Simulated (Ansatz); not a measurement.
**Lattice dynamics of InH (model cell, started as CsCl type)**

Task: relax InH (model cell, started as CsCl type), then find its harmonic phonons.

Calculated with Ansatz 0.2.0; DFT PBE, scalar-relativistic, plane waves, PAW.

Report form: the programs' logs are mostly left out.

The structure was built from a prototype and need not be the compound's stable phase.

**1. The starting structure**

The structure is cubic, space group Pm-3m (No. 221). The conventional cell has a = 3.242 Å, b = 3.242 Å, c = 3.242 Å, α = 90.00°, β = 90.00°, γ = 90.00°. Nearest to In lie 8 H at 2.81 Å. H has 8 In at 2.81 Å nearest. Farther neighbours are not listed.

**2. Bringing the structure to rest**

Harmonic phonons are second derivatives at a point where the forces vanish, and they are wanted at zero stress, so atoms and cell are relaxed first.

Input file input.yaml:

```yaml
crystal:
  lattice:
    - [3.2424, 0.0, 0.0]
    - [0.0, 3.2424, 0.0]
    - [0.0, 0.0, 3.2424]
  atoms:
    - { symbol: In, position: [0.0, 0.0, 0.0] }
    - { symbol: H, position: [0.5, 0.5, 0.5] }
kpoints:
  mp_grid: { grid: [12, 12, 12] }
hamiltonian:
  xc: pbe
scf:
  occupations: { method: gaussian, width: 0.1 }
output:
  forces: true
  stress: true
  eigenvalues: true
  write_density: true
  write_potential: true
  elf: true
  volumetric_format: npy
relax:
  adjacent_minimum: "off"
  f_tol: 0.005
  max_steps: 80
  cell: { stress_tol: 0.05 }
```

Launch:

```sh
ansatz run input.yaml --threads 4 --pin off --max-ram 7168MiB --backend cpu --events-out ev --progress --plain --runs-dir out
```

Wall time 3.6 s (4 threads of Arm Neoverse V1, shared host); peak memory 0.33 GiB.

Step by step:

| step | energy less that of the first step (eV) | largest force component (eV/Å) | pressure (GPa) | volume (Å³) |
| --- | --- | --- | --- | --- |
| 1 | 0.0000 | 0.0000 | -1.95 | 34.09 |
| 2 | -0.0147 | 0.0000 | -0.04 | 32.06 |
| 3* | -0.0137 | 0.0000 | -0.05 | 32.06 |
| 4 | -0.0137 | 0.0000 | 0.01 | 32.01 |
| 5* | -0.0137 | 0.0000 | 0.01 | 32.01 |

Relaxation steps marked * repeat the geometry before them on a plane-wave basis chosen anew for their cell, so energy and pressure can jump there.

Forces are held to the 48 operations that the run works with; a distortion that breaks them can't arise in this run.

| conventional cell, symmetrised | before | after | change |
| --- | --- | --- | --- |
| a (Å) | 3.242 | 3.175 | -2.1 % |
| b (Å) | 3.242 | 3.175 | -2.1 % |
| c (Å) | 3.242 | 3.175 | -2.1 % |
| volume (Å³/atom) | 17.04 | 16.00 | -6.1 % |

Final coordinates:

```cif
data_structure
_symmetry_space_group_name_H-M 'P 1'
_symmetry_Int_Tables_number 1
_cell_length_a 3.1750
_cell_length_b 3.1750
_cell_length_c 3.1750
_cell_angle_alpha 90.000
_cell_angle_beta 90.000
_cell_angle_gamma 90.000
_cell_volume 32.01
loop_
_atom_site_label
_atom_site_type_symbol
_atom_site_fract_x
_atom_site_fract_y
_atom_site_fract_z
_atom_site_occupancy
In1 In 0.00000 0.00000 0.00000 1
H2 H 0.50000 0.50000 0.50000 1
```

Numbers from this step:

```
pressure          : 0.008086 GPa
volume per atom   : 16.00 Å³
gap on the k-mesh : 0 eV
```

Valence density in the ac plane at fractional y = 0.000, with atoms of In within 0.2 Å of it. It is the smooth field of the valence electrons, not physical close to the nuclei.

Ten even steps from '_' (0 e/Å³) to '@' (13 e/Å³):
```
%%##==::__________________::==##
++==::..__________________..::==
::::..______________________..::
________________________________
________________________________
________________________________
________________________________
________________________________
________________________________
________________________________
________________________________
________________________________
::::..______________________..::
++==::..__________________..::==
%%##==::__________________::==##
@@%%++::__________________::++%%
```
Columns run along a (3.2 Å), rows up along c (3.2 Å). Atoms in or near the plane, at fractional coordinates: In at (0.00, 0.00).

ELF in the ac plane at fractional y = 0.000, with atoms of In within 0.2 Å of it. It is the smooth field of the valence electrons, not physical close to the nuclei.

Ten even steps from '_' (0.00) to '@' (0.31):
```
____..++@@@@##########@@@@++..__
__..--%%@@%%##########%%@@%%--..
==++%%@@@@######**######@@@@%%++
@@@@@@@@######++++++######@@@@@@
@@@@%%######++======++######%%@@
##########++==------==++########
########++==--::::::--==++######
######**++==--::::::--==++**####
########++==--::::::--==++######
##########++==------==++########
@@@@%%######++======++######%%@@
@@@@@@@@######++++++######@@@@@@
==++%%@@@@######**######@@@@%%++
__..--%%@@%%##########%%@@%%--..
____..++@@@@##########@@@@++..__
______==@@@@##########@@@@==____
```
Columns run along a (3.2 Å), rows up along c (3.2 Å). Atoms in or near the plane, at fractional coordinates: In at (0.00, 0.00).

Electrostatic potential energy in the ac plane at fractional y = 0.000, with atoms of In within 0.2 Å of it. With pseudopotentials it is smooth inside the atoms' cores, unlike the true potential.

Values in eV, 16 rows by 16 columns:
```
-36 -36 -36 -30 -19  -4   4   7   8   7   4  -4 -19 -30 -36 -36
-36 -36 -33 -26 -13  -1   5   7   8   7   5  -1 -13 -26 -33 -36
-32 -30 -26 -17  -5   3   6   8   9   8   6   3  -5 -17 -26 -30
-21 -19 -13  -5   2   6   8   9  10   9   8   6   2  -5 -13 -19
 -5  -4  -1   3   6   8   9  10  10  10   9   8   6   3  -1  -4
  4   4   5   6   8   9  10  11  11  11  10   9   8   6   5   4
  6   7   7   8   9  10  11  11  11  11  11  10   9   8   7   7
  8   8   8   9  10  10  11  11  11  11  11  10  10   9   8   8
  6   7   7   8   9  10  11  11  11  11  11  10   9   8   7   7
  4   4   5   6   8   9  10  11  11  11  10   9   8   6   5   4
 -5  -4  -1   3   6   8   9  10  10  10   9   8   6   3  -1  -4
-21 -19 -13  -5   2   6   8   9  10   9   8   6   2  -5 -13 -19
-32 -30 -26 -17  -5   3   6   8   9   8   6   3  -5 -17 -26 -30
-36 -36 -33 -26 -13  -1   5   7   8   7   5  -1 -13 -26 -33 -36
-36 -36 -36 -30 -19  -4   4   7   8   7   4  -4 -19 -30 -36 -36
-35 -36 -36 -32 -21  -5   4   6   8   6   4  -5 -21 -32 -36 -36
```
Columns run along a (3.2 Å; values clipped at the 3rd and 97th percentile), rows up along c (3.2 Å). Atoms in or near the plane, at fractional coordinates: In at (0.00, 0.00).

In this step the volume went from 17.04 to 16.00 Å³/atom.

**3. Tight relaxation**

Phonons need a cell at rest on their own settings, so the relaxation is repeated with tight tolerances on forces and stress, using the mesh and the filling of the phonon run that follows.

Input file input.yaml:

```yaml
crystal:
  lattice:
    - [3.1749981601, 0.0, 0.0]
    - [0.0, 3.1749981601, 0.0]
    - [0.0, 0.0, 3.1749981601]
  atoms:
    - { symbol: In, position: [0.0, 0.0, 0.0] }
    - { symbol: H, position: [0.5, 0.5, 0.5] }
kpoints:
  mp_grid: { grid: [12, 12, 12] }
hamiltonian:
  xc: pbe
scf:
  occupations: { method: methfessel_paxton, width: 0.15 }
output:
  forces: true
  stress: true
  eigenvalues: true
relax:
  adjacent_minimum: "off"
  f_tol: 0.001
  max_steps: 60
  cell: { stress_tol: 0.01 }
```

Elapsed: 2.4 s, on 4 threads; peak memory 0.32 GiB.

Little changed from the start: no atom moved by 0.005 Å and no cell edge by 0.1 %.

This step gave:

- pressure: -0.005322 GPa

The forces vanish by symmetry and the pressure is -0.005 GPa, within the tolerances set. The cell now holds 16.00 Å³/atom.

**4. Modes at Γ**

The zone centre comes first: it holds the modes that light can see, as far as symmetry allows. No field response is asked, since the mesh shows no gap.

input.yaml, the sections that differ from step 3:

```yaml
output:
  eigenvalues: true
phonons:
  method: dfpt
# crystal, kpoints, hamiltonian, scf: as in step 3
# relax: removed
```

The job ended after 5.2 s (4 threads; peak memory 0.49 GiB; 18 s of CPU time).

This step gave:

* sum-rule residual before enforcement: 1.83e-5 eV/Å²
* point group: m-3m
* highest optical mode at the zone centre (no LO-TO term): -528.6 cm⁻¹
* lowest optical zone-centre mode: -528.6 cm⁻¹

Patterns of degenerate modes are one choice out of their space. Modes at Γ, with each element's share of the kinetic energy (negative means imaginary):

| mode | frequency (cm⁻¹) | symmetry | In % | H % |
| --- | --- | --- | --- | --- |
| 1 | -528.6 | T1u | 1 | 99 |
| 2 | -528.6 | T1u | 1 | 99 |
| 3 | -528.6 | T1u | 1 | 99 |
| 4 | 0.0 | acoustic | 99 | 1 |
| 5 | 0.0 | acoustic | 99 | 1 |
| 6 | 0.0 | acoustic | 99 | 1 |

Displacements in mode 3 (-528.6 cm⁻¹), the largest set to 1:
```
In1  0.00  0.00 -0.01
H2   0.00  0.00  1.00
```

Before it was imposed, the acoustic sum rule was missed by 1.8e-5 eV/Å². Small misses are needed for a sound result but don't prove that mesh and cutoff are converged. The lowest optical mode is imaginary, 528.6i cm⁻¹, so the energy falls along it.

**5. The dispersion**

Stability and thermal properties need the whole zone. Linear response on a 4×4×4 q mesh gives force constants as far as a supercell of that size would.

Changes to input.yaml since step 4:

```diff
@@ -18 +18,8 @@
   method: dfpt
+  qmesh: [4, 4, 4]
+  temperatures: { t_max: 1000, t_step: 50 }
+  qpath:
+    path:
+      - [[0.0, 0.0, 0.0], [0.0, 0.5, 0.0], [0.5, 0.5, 0.0], [0.0, 0.0, 0.0], [0.5, 0.5, 0.5], [0.0, 0.5, 0.0]]
+      - [[0.5, 0.5, 0.5], [0.5, 0.5, 0.0]]
+    npoints: 10
```

It took 2.2 min on 4 threads; peak memory 1.1 GiB; 8.5 min of CPU time.

This step gave:

```
sum-rule residual before enforcement                    : 8.20e-5 eV/Å²
lowest frequency on the path                            : -528.6 cm⁻¹
highest frequency on the path or at a solved wavevector : 276.1 cm⁻¹
lowest mode on the q mesh (acoustic modes at Γ apart)   : -528.6 cm⁻¹
```

Frequencies (cm⁻¹) solved at each irreducible wavevector; negative means imaginary. Frequencies by wavevector, by row:

| q in reciprocal lattice units | star | mode 1 | mode 2 | mode 3 | mode 4 | mode 5 | mode 6 |
| --- | --- | --- | --- | --- | --- | --- | --- |
| 0 0 0 | 1 | -528.6 | -528.6 | -528.6 | 0 | 0 | 0 |
| 0 0 0.25 | 6 | -317.4 | -317.4 | -82 | -29.5 | -29.5 | 89.2 |
| 0 0 -0.5 | 3 | -147.1 | -147.1 | -61 | -61 | 114.7 | 124.1 |
| 0 0.25 0.25 | 12 | -402.9 | -126.1 | 36.7 | 38.6 | 73.5 | 103.7 |
| 0 0.25 -0.5 | 12 | -383.7 | -208.1 | -64.2 | 70.5 | 115.2 | 148.1 |
| 0 -0.5 -0.5 | 3 | -396.7 | -396.7 | -67.7 | 107.7 | 107.7 | 276.1 |
| 0.25 0.25 0.25 | 8 | -274.5 | -274.5 | 71.4 | 72 | 72 | 233.1 |
| 0.25 0.25 -0.5 | 12 | -315.1 | -261.7 | -179.2 | 40.6 | 68.3 | 109.2 |
| 0.25 -0.5 -0.5 | 6 | -360.9 | -360.9 | -170.9 | 26.4 | 101.8 | 101.8 |
| -0.5 -0.5 -0.5 | 1 | -209.1 | -209.1 | -209.1 | 89.8 | 89.8 | 89.8 |

Interpolated from a 4×4×4 q mesh. Phonon branches along the path, in cm⁻¹:

| point | branch 1 | branch 2 | branch 3 | branch 4 | branch 5 | branch 6 |
| --- | --- | --- | --- | --- | --- | --- |
| Γ | -529 | -529 | -529 | 0 | 0 | 0 |
| halfway | -317 | -317 | -82 | -30 | -30 | 89 |
| X | -147 | -147 | -61 | -61 | 115 | 124 |
| halfway | -384 | -208 | -64 | 70 | 115 | 148 |
| M | -397 | -397 | -68 | 108 | 108 | 276 |
| halfway | -403 | -126 | 37 | 39 | 74 | 104 |
| Γ | -529 | -529 | -529 | 0 | 0 | 0 |
| halfway | -274 | -274 | 71 | 72 | 72 | 233 |
| R | -209 | -209 | -209 | 90 | 90 | 90 |
| halfway | -315 | -262 | -179 | 41 | 68 | 109 |
| X | -147 | -147 | -61 | -61 | 115 | 124 |
| jump to R | -209 | -209 | -209 | 90 | 90 | 90 |
| halfway | -361 | -361 | -171 | 26 | 102 | 102 |
| M | -397 | -397 | -68 | 108 | 108 | 276 |

Tetrahedra on a 20×20×20 mesh, mean over bins of 10 cm-1. Interpolated from a 4×4×4 q mesh. Phonon density of states against wavenumber; read off at these points:

wavenumber (cm⁻¹), phonon density of states (1/cm⁻¹/cell) and a bar:
```
     -525     0.0000 
     -505     0.0003 
     -485     0.0004 
     -465     0.0005 
     -435     0.0008 #
     -415     0.0033 ##
     -395     0.0083 ######
     -375     0.0084 ######
     -355     0.0091 #######
     -335     0.0107 ########
     -325     0.0126 #########
     -305     0.0093 #######
     -285     0.0077 ######
     -265     0.0061 #####
     -245     0.0064 #####
     -225     0.0077 ######
     -205     0.0061 ####
     -175     0.0052 ####
     -155     0.0050 ####
     -135     0.0038 ###
     -115     0.0017 #
      -95     0.0018 #
      -75     0.0028 ##
      -65     0.0170 #############
      -45     0.0109 ########
      -25     0.0084 ######
       -5     0.0070 #####
       15     0.0076 ######
       35     0.0122 #########
       55     0.0182 #############
       85     0.0300 ######################
       95     0.0404 ##############################
      105     0.0388 #############################
      125     0.0107 ########
      145     0.0061 #####
      165     0.0058 ####
      185     0.0035 ###
      215     0.0022 ##
      235     0.0013 #
      255     0.0005 
      275     0.0000
```

The partial phonon density of states has structure finer than the step of the table below, so its rows give means over 25 cm⁻¹, whole bins alone (the curve runs from -539 to 291 cm⁻¹). Peaks (cm⁻¹: height): H -361.3: 0.0103, -319.5: 0.0150, -246.5: 0.00793, -152.6: 0.00676, 155.1: 0.00652; In -58.8: 0.0149, 102.9: 0.0370.

Phonopy on the run's constants, 17x17x17 mesh, Gaussian sigma 5.9 cm-1. Interpolated from a 4×4×4 q mesh. The partial phonon density of states by wavenumber; means over each step; values in 1/cm⁻¹/cell:

| wavenumber (cm⁻¹) | H | In |
| --- | --- | --- |
| -525 | 8.8e-5 | 0 |
| -500 | 3.4e-4 | 0 |
| -475 | 4.4e-4 | 2.3e-6 |
| -450 | 7.4e-4 | 8.2e-6 |
| -425 | 0.00170 | 1.6e-5 |
| -400 | 0.00810 | 8.0e-5 |
| -375 | 0.00807 | 8.7e-5 |
| -350 | 0.00886 | 1.1e-4 |
| -325 | 0.0117 | 1.7e-4 |
| -300 | 0.00894 | 1.2e-4 |
| -275 | 0.00609 | 8.8e-5 |
| -250 | 0.00706 | 1.3e-4 |
| -225 | 0.00704 | 1.6e-4 |
| -200 | 0.00570 | 1.7e-4 |
| -175 | 0.00464 | 1.5e-4 |
| -150 | 0.00548 | 2.4e-4 |
| -125 | 0.00197 | 7.8e-5 |
| -100 | 0.00189 | 2.6e-4 |
| -75 | 0.00140 | 0.00471 |
| -50 | 0.00124 | 0.0123 |
| -25 | 9.5e-4 | 0.00955 |
| 0 | 1.4e-4 | 0.00313 |
| 25 | 0.00127 | 0.00959 |
| 50 | 0.00212 | 0.0151 |
| 75 | 0.00217 | 0.0223 |
| 100 | 0.00233 | 0.0329 |
| 125 | 0.00401 | 0.00782 |
| 150 | 0.00502 | 5.4e-4 |
| 175 | 0.00460 | 1.5e-4 |
| 200 | 0.00287 | 3.0e-5 |
| 225 | 0.00194 | 7.3e-6 |
| 250 | 9.2e-4 | 0 |
| 275 | 1.6e-4 | 0 |

Second derivatives of the energy by pair, one row for each kind of neighbour of each atom listed. Each entry sums the pair over the periodic images of the supercell that the q mesh stands for, and in a polar crystal it holds the long-range dipole part too. Force constants by pair, by row:

| atom | neighbour | distance (Å) | third of the trace (eV/Å²) | along the pair's line (eV/Å²) |
| --- | --- | --- | --- | --- |
| In1 | itself | 0 | 1.596 | – |
| In1 | H | 2.75 | 0.0771 | 0.2248 |
| In1 | In | 3.175 | -0.3239 | -1.567 |
| In1 | In | 4.49 | -0.0278 | -0.1595 |
| In1 | H | 5.265 | 0.0019 | 0.0227 |
| In1 | In | 5.499 | -0.0153 | -0.0521 |
| In1 | In | 6.35 | 0.0074 | 0.0363 |
| In1 | H | 6.92 | 0.0145 | 0.0316 |
| In1 | In | 7.1 | -0.005 | -0.0338 |
| H2 | itself | 0 | -0.228 | – |
| H2 | In | 2.75 | 0.0771 | 0.2248 |
| H2 | H | 3.175 | -6.00e-4 | 0.0717 |
| H2 | H | 4.49 | -0.0196 | -0.079 |
| H2 | In | 5.265 | 0.0019 | 0.0227 |
| H2 | H | 5.499 | -0.0254 | -0.0555 |
| H2 | H | 6.35 | -0.0236 | -0.0531 |
| H2 | In | 6.92 | 0.0145 | 0.0316 |
| H2 | H | 7.1 | -0.012 | -0.0263 |

Symmetry leaves 10 wavevectors to solve. The lowest mode among them, the acoustic zeros apart, lies at Γ and is imaginary, 528.6i cm⁻¹, so the energy falls along it.

**6. Another isotope, element H, natural mass 1.008 amu**

An isotope changes the mass and not the force constants, so no new electronic calculation is needed; the shifts show which modes move this element.

The same force constants with the mass of H changed from 1.008 to 2.014 u (phonopy, no LO-TO term). Both lists are sorted by frequency; levels can cross, so a row need not hold one and the same mode. Modes under 3 cm⁻¹ are left out. Isotope shifts, by row:

| q | rank | natural mass (cm⁻¹) | changed mass (cm⁻¹) |
| --- | --- | --- | --- |
| 0 0 0 | 1 | -528.6 | -375.6 |
| 0 0 0 | 2 | -528.6 | -375.6 |
| 0 0 0 | 3 | -528.6 | -375.6 |
| 0 0 0.25 | 1 | -317.4 | -226.8 |
| 0 0 0.25 | 2 | -317.4 | -226.8 |
| 0 0 0.25 | 3 | -82 | -58.18 |
| 0 0 0.25 | 4 | -29.46 | -29.16 |
| 0 0 0.25 | 5 | -29.46 | -29.16 |
| 0 0 0.25 | 6 | 89.21 | 88.94 |
| 0 0 -0.5 | 1 | -147.1 | -104 |
| 0 0 -0.5 | 2 | -147.1 | -104 |
| 0 0 -0.5 | 3 | -61.04 | -61.04 |
| 0 0 -0.5 | 4 | -61.04 | -61.04 |
| 0 0 -0.5 | 5 | 114.7 | 81.14 |
| 0 0 -0.5 | 6 | 124.1 | 124.1 |
| 0 0.25 0.25 | 1 | -402.9 | -286.2 |
| 0 0.25 0.25 | 2 | -126.1 | -100.9 |
| 0 0.25 0.25 | 3 | 36.68 | 29.33 |
| 0 0.25 0.25 | 4 | 38.59 | 34.14 |
| 0 0.25 0.25 | 5 | 73.51 | 73.2 |
| 0 0.25 0.25 | 6 | 103.7 | 91.75 |

A mode of this element alone would shift by -29.26 %.

**7. Another isotope, element In, natural mass 114.818 amu**

The same for In, from 114.82 to 112.90 u.

A mode of this element alone would shift by +0.84 %.

**8. What came out**

| Quantity | Value |
| --- | --- |
| space group after relaxation (within 0.01 Å) | Pm-3m |
| volume per atom | 16.0 Å³ |
| electronic character | no gap on this mesh |
| highest optical mode at the zone centre (no LO-TO term) | -529 cm⁻¹ |
| lowest optical zone-centre mode | -529 cm⁻¹ |
| lowest mode on the q mesh (acoustic modes at Γ apart) | -529 cm⁻¹ |
| highest frequency on the path or at a solved wavevector | 276 cm⁻¹ |
| imaginary modes on the 4×4×4 q mesh | yes |

What this shows: Modes are clearly imaginary (beyond 10i cm⁻¹) at 10 of the 10 irreducible wavevectors, most at Γ (528.6i cm⁻¹), so this structure is not a minimum of the energy. The optical modes at Γ form one degenerate level at -529 cm⁻¹ (negative means imaginary). With no gap, or one that is small against the smearing, the frequencies hang on the k mesh and the smearing, most of all near Kohn anomalies. A phonon run warned that its eigensolver left some bands unconverged in a pass. The starting cell was built on a prototype and not taken from a measurement, so the phase need not exist. These are harmonic frequencies at zero temperature: anharmonic shifts, linewidths and thermal expansion are left out.

[Logs are printed without paths, hosts, clocks, repeated set-up lines and the standing remarks that a program may print on its own settings, such as how far it seeks lower states.]

[Hosts, paths, dates, database ids (printed as entryN), source tags and the programs' standing remarks are cut or masked in the printed files.]
